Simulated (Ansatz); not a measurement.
Planning a run of Ansatz 0.2.0 on LuVO4 (I4_1/a). The input:

```yaml
crystal:
  lattice:
    - [-2.4692367723, 2.4692367723, 5.4391946445]
    - [2.4692367723, -2.4692367723, 5.4391946445]
    - [2.4692367723, 2.4692367723, -5.4391946445]
  atoms:
    - { symbol: Lu, position: [0.5, 0.5, 0.0] }
    - { symbol: Lu, position: [0.25, 0.75, 0.5] }
    - { symbol: V, position: [0.0, 0.0, 0.0] }
    - { symbol: V, position: [0.75, 0.25, 0.5] }
    - { symbol: O, position: [0.9293179326, 0.8262512803, 0.591803214] }
    - { symbol: O, position: [0.5762512803, 0.4844480663, 0.3969333477] }
    - { symbol: O, position: [0.0875147186, 0.1793179326, 0.6030666523] }
    - { symbol: O, position: [0.2344480663, 0.3375147186, 0.408196786] }
    - { symbol: O, position: [0.5155519337, 0.9124852814, 0.091803214] }
    - { symbol: O, position: [0.6624852814, 0.0706820674, 0.8969333477] }
    - { symbol: O, position: [0.1737487197, 0.7655519337, 0.1030666523] }
    - { symbol: O, position: [0.8206820674, 0.4237487197, 0.908196786] }
kpoints:
  mp_grid: { grid: [6, 6, 6] }
  band_path:
    path:
      - [[0.0, 0.0, 0.0], [0.0, 0.0, 0.5], [0.25, 0.25, 0.25], [0.0, 0.5, 0.0], [0.0, 0.0, 0.0], [0.5, 0.5, -0.5], [0.30152242, 0.69847758, -0.30152242]]
      - [[-0.30152242, 0.30152242, 0.30152242], [0.0, 0.0, 0.0]]
      - [[0.0, 0.0, 0.5], [-0.10304485, 0.10304485, 0.5]]
      - [[0.5, 0.5, -0.10304485], [0.5, 0.5, -0.5]]
    npoints: 10
hamiltonian:
  xc: r2scan
  pseudopotentials: { kind: paw, azcp: { folder: soft_1 } }
scf:
  occupations: { method: fermi_dirac, width: 0.02 }
  n_extra_bands: 8
output:
  eigenvalues: true
  write_density: true
  write_potential: true
  elf: true
  volumetric_format: npy
```

```sh
ansatz run input.yaml --threads 4 --pin off --max-ram 138240MiB --backend cuda --events-out ev --progress --plain --runs-dir out --devices 1 --max-vram 26GiB
```

Q: How long will it take on 1 × NVIDIA H100 80GB HBM3 (shared by 3 runs) with 4 threads of AMD EPYC 7R13 (Zen 3), shared host, and how much memory?

It took 16 s; on shared hardware allow 7.8 s to 31 s. Peak host memory was 1.4 GiB. The sizes that set the cost: 3339 plane waves a state, 36 irreducible k points and 13 SCF cycles.

[Paths, hosts, dates, memory and timing lines, banners, echoed tables and standing remarks are left out of the program output.]

[Logs are printed without paths, hosts, clocks, repeated set-up lines and the standing remarks that a program may print on its own settings, such as how far it seeks lower states.]

[Runs of the session that timed out or met a known fault of the program may be left out.]

[Cells called generated may have been cut or substituted from an entry of the Crystallography Open Database or the Materials Project.]

[Hosts, paths, dates, database ids (printed as entryN), source tags and the programs' standing remarks are cut or masked in the printed files.]
